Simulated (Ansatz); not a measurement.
# AlPt3C (Pm-3m): following an unstable mode, part 3 of 3

Wanted: the energy along a soft mode of AlPt3C (Pm-3m) and the structure at the end.

Ansatz 0.2.0; DFT PBEsol, scalar-relativistic, plane waves, PAW; PAW set soft_1.

So far. Step 5 (Energy along the mode, all amplitudes (two of the runs …): The lowest of the steps tried is at 0.32 Å, 40.4 meV/atom below the parent; the bottom of the well need not coincide with a step. Step 7 (The new phase in its own primitive cell): The largest force component left is 0.68 meV/Å and the pressure is -0.005 GPa, within the tolerances set. The cell now holds 14.19 Å³/atom. The relaxed cell has a, b, c = 5.448, 4.014, 6.490 Å (conventional setting).

**8. Modes of the new phase, k-mesh 8×10×6**

A relaxed structure may still be a saddle point, so its zone-centre modes are computed. No field response is asked, since the mesh shows no gap.

input.yaml

```yaml
crystal:
  lattice:
    - [5.4482890325, 0.0, 0.0]
    - [0.0, 4.0137888788, 0.0]
    - [0.0, 0.0, 6.4898422507]
  atoms:
    - { symbol: Al, position: [0.75, 0.0, 0.7409092499] }
    - { symbol: Al, position: [0.25, 0.0, 0.2590907501] }
    - { symbol: Pt, position: [0.25, 0.0, 0.8172548508] }
    - { symbol: Pt, position: [0.75, 0.0, 0.1827451492] }
    - { symbol: Pt, position: [0.0, 0.5, 0.0] }
    - { symbol: Pt, position: [0.5, 0.5, 0.5] }
    - { symbol: Pt, position: [0.5, 0.5, 0.0] }
    - { symbol: Pt, position: [0.0, 0.5, 0.5] }
    - { symbol: C, position: [0.25, 0.5, 0.743038738] }
    - { symbol: C, position: [0.75, 0.5, 0.256961262] }
kpoints:
  mp_grid: { grid: [8, 10, 6] }
hamiltonian:
  xc: pbesol
  pseudopotentials: { kind: paw, azcp: { folder: soft_1 }, xc_functional: pbe }
scf:
  occupations: { method: methfessel_paxton, width: 0.2 }
output:
  eigenvalues: true
phonons:
  method: dfpt
```

Command:

```sh
$ ansatz run input.yaml --threads 4 --pin off --max-ram 10240MiB --backend cpu --events-out ev --progress --plain --runs-dir out
```

Numbers of over 12 decimals in the logs are rounded to 6 here.

Log:

```text
zone centre: on kpoints.mp_grid the ground state, and the responses unless they are solved on pairs of k-points, stand on 156 of the mesh's 480 k-points, reduced under 2 symmetry operations, with k and −k counted as one. Each operation leaves every solved displacement unchanged or reverses it
Engine: ansatz 0.2.0, x86_64-unknown-linux-gnu
Pseudopotentials: kind: paw
Pseudopotential: Al, paw, valence charge 3, recommended cutoff 420 eV (normal), soft_1/Al.paw.azcp
Pseudopotential: Pt, paw, valence charge 18, recommended cutoff 420 eV (normal), soft_1/Pt.paw.azcp
Pseudopotential: C, paw, valence charge 4, recommended cutoff 420 eV (normal), soft_1/C.paw.azcp
Functional definition: PBEsol
  exchange = pbesol_x
  correlation = pbesol_c
Crystal: 10 atoms, lattice volume = 141.922 Å³
Basis set: ecut = 420 eV, 2779 PW (Γ), exchange–correlation on 80×54×90 points (8 copies of the dense FFT grid, shifted against one another)
Bands: 74, of which v1, the nominal top of the filled ones, is band 61 counted from 1 (60 counted from 0)
Symmetry: 8 space group operations
k-points: 156 of 480 (irreducible under 2 space group operations, time reversal used)
Non-local potential: Al, projectors of the file, l = 0: 2, l = 1: 2, l = 2: 1
Non-local potential: Pt, projectors of the file, l = 0: 3, l = 1: 2, l = 2: 2, l = 3: 1
Non-local potential: C, projectors of the file, l = 0: 2, l = 1: 2, l = 2: 1
PAW form: soft (Blöchl's): semilocal exchange-correlation on the pseudo side does not see the compensation charge
PAW frozen core: Al, regenerated for the run's functional, and the local potential with it (the file was generated under x = pbe(κ = 0.804, μ = 0.219515), c = pbe(β = 0.066725))
PAW frozen core: Pt, regenerated for the run's functional, and the local potential with it (the file was generated under x = pbe(κ = 0.804, μ = 0.219515), c = pbe(β = 0.066725))
PAW frozen core: C, regenerated for the run's functional, and the local potential with it (the file was generated under x = pbe(κ = 0.804, μ = 0.219515), c = pbe(β = 0.066725))
PAW one-centre angular grid: Al, 110 points (default); XC on 64 Gauss nodes
PAW one-centre angular grid: Pt, 590 points (default); XC on 64 Gauss nodes
PAW one-centre angular grid: C, 110 points (default); XC on 64 Gauss nodes
Initial density: superposition of atomic densities (chi_scale 0.1, normalization cell, long waves kept (reshape's long-wave potential 0.01 eV rms))
Initial wavefunctions: pseudopotential atomic-orbital guess
Functional: x = pbesol(κ = 0.804, μ = 0.123457), c = pbesol(β = 0.046)
SCF iter   1: F=—  HF=-75858.093610 eV  |F-HF|=—  |Δ(HF+E_count)|=         —  Δρ=1.06e-1  dr2=1.91e1  ethr=3.10e-3  ⟨swp⟩=5.0  Hψ=39150  notcnv=0
preconditioner: auto → Kerker (q_TF=auto, 2.660 Å⁻¹)  [metal: Δε(μ)=0.003 eV  Ē_g=7.997 eV  σ=0.200 eV  W_gap=0.01  n_scr=42 (ndim 8)  ℏωp=26.8 eV  f_vac=0.000  D(μ)=5.18/eV (n_scr^D=42)]
SCF iter   2: F=—  HF=-75854.717159 eV  |F-HF|=—  |Δ(HF+E_count)|=    3.38e0  S|Δr|=    0.00e0  Δρ=5.07e-2  dr2=4.37e0  ethr=3.10e-3  ⟨swp⟩=2.0  Hψ=19457  notcnv=0  defer=528
SCF iter   3: F=—  HF=-75853.719505 eV  |F-HF|=—  |Δ(HF+E_count)|=   9.98e-1  S|Δr|=    0.00e0  Δρ=8.12e-3  dr2=1.10e-1  ethr=3.10e-3  ⟨swp⟩=2.0  Hψ=18139  notcnv=0  defer=528
SCF iter   4: F=—  HF=-75853.700917 eV  |F-HF|=—  |Δ(HF+E_count)|=   1.86e-2  S|Δr|=    0.00e0  Δρ=1.55e-3  dr2=5.24e-3  ethr=8.99e-5  ⟨swp⟩=1.0  Hψ=13431  notcnv=0  defer=513
SCF iter   5: F=—  HF=-75853.699847 eV  |F-HF|=—  |Δ(HF+E_count)|=   1.07e-3  S|Δr|=    0.00e0  Δρ=4.93e-4  dr2=1.29e-3  ethr=4.30e-6  ⟨swp⟩=2.4  Hψ=16505  notcnv=0  defer=513
SCF iter   6: F=—  HF=-75853.699615 eV  |F-HF|=—  |Δ(HF+E_count)|=   2.32e-4  S|Δr|=    0.00e0  Δρ=1.41e-4  dr2=1.05e-4  ethr=1.05e-6  ⟨swp⟩=1.5  Hψ=11401  notcnv=0  defer=513
SCF iter   7: F=—  HF=-75853.699590 eV  |F-HF|=—  |Δ(HF+E_count)|=   2.51e-5  S|Δr|=    0.00e0  Δρ=4.68e-5  dr2=1.22e-5  ethr=8.60e-8  ⟨swp⟩=2.1  Hψ=13799  notcnv=0  defer=513
SCF iter   8: F=—  HF=-75853.699594 eV  |F-HF|=—  |Δ(HF+E_count)|=   3.67e-6  S|Δr|=    0.00e0  Δρ=1.30e-5  dr2=6.93e-7  ethr=9.99e-9  ⟨swp⟩=2.0  Hψ=13744  notcnv=0  defer=513
SCF iter   9: F=—  HF=-75853.699607 eV  |F-HF|=—  |Δ(HF+E_count)|=   1.29e-5  S|Δr|=    0.00e0  Δρ=3.60e-6  dr2=5.74e-8  ethr=5.68e-10  ⟨swp⟩=2.0  Hψ=15647  notcnv=0  defer=513
SCF iter  10: F=—  HF=-75853.699607 eV  |F-HF|=—  |Δ(HF+E_count)|=   9.09e-9  S|Δr|=    0.00e0  Δρ=9.00e-7  dr2=1.64e-9  ethr=4.70e-11  ⟨swp⟩=2.2  Hψ=14805  notcnv=0  defer=513
SCF iter  11: F=—  HF=-75853.699607 eV  |F-HF|=—  |Δ(HF+E_count)|=  3.64e-10  S|Δr|=    0.00e0  Δρ=2.67e-7  dr2=1.93e-10  ethr=1.35e-12  ⟨swp⟩=2.0  Hψ=16247  notcnv=0  defer=513
SCF iter  12: F=—  HF=-75853.699607 eV  |F-HF|=—  |Δ(HF+E_count)|=  5.82e-11  S|Δr|=    0.00e0  Δρ=7.18e-8  dr2=1.75e-11  ethr=1.00e-12  ⟨swp⟩=1.0  Hψ=10931  notcnv=0  defer=513
SCF iter  13: F=-75853.699607 eV  HF=-75853.699607 eV  |F-HF|=2.91e-11  |Δ(HF+E_count)|=  2.91e-11  S|Δr|=    0.00e0  Δρ=2.10e-8  dr2=1.27e-12  ethr=1.00e-12  ⟨swp⟩=10.9  Hψ=50484  notcnv=0
SCF 1 converged in 13 iterations: F = -75853.699607 eV  dr2 = 1.27e-12
[...]
DFPT response loops at Γ: preconditioner auto → Kerker (q_TF=auto, 2.660 Å⁻¹) (partly filled bands, converged f_vac=0.000); β = 1.00, the filter's whole step (`scf.mixing.beta` (0.50) is not read by the response loops under this deck's `scf.mixing.preconditioner`; to damp them name `kerker` or `kerker_dos`, under which they read `scf.mixing.beta`, and type it under 1.00, their step now; both keys bind the ground state too); Broyden in place of MSR1
```

It took 5.6 min on 4 threads of Intel Xeon Platinum 8488C (Sapphire Rapids), shared host; peak memory 4.3 GiB.

The run was cut off at the time limit after its SCF cycle had converged; no result of it is taken.

The program's message: “Warning:”

**9. Summary of results**

| Property | Result |
| --- | --- |
| unstable mode of the parent | q = (0, -0.5, -0.5), 111i cm⁻¹ |
| depth at the lowest point sampled | 40.4 meV/atom |
| largest atomic shift at that point | 0.32 Å |
| space group reached (within 0.01 Å) | Pmma |
| energy gained over the parent (first relaxation, on the mesh of the frozen mode) | 80.6 meV/atom |
| volume per atom, phase reached | 14.2 Å³ |

What this shows: Along this mode the structure falls into Pmma, 80.6 meV/atom below the parent. At the parent's cell the well is 40.35 meV/atom deep on the steps tried, with its lowest point at a shift of 0.32 Å. Relaxing atoms and cell changes the gain by +40.29 meV/atom against the lowest step (energies at zero smearing). The modes of the phase reached were not computed on this path. Of the 5 patterns followed to their end from this parent, this one ends 75.5 meV/atom above the lowest, Pmna. Each path keeps the symmetry of its pattern, so a lower phase may lie along a pattern not tried. With no gap, or one that is small against the smearing, the frequencies hang on the k mesh and the smearing, most of all near Kohn anomalies. The phonon runs are without spin polarisation, although the cell has an odd electron count. Spin-orbit coupling is left out, which can matter for the heavy elements here. The PAW files were made for PBE and serve the other functionals too.

[Logs are printed without paths, hosts, clocks, repeated set-up lines and the standing remarks that a program may print on its own settings, such as how far it seeks lower states.]

[Hosts, paths, dates, database ids (printed as entryN), source tags and the programs' standing remarks are cut or masked in the printed files.]
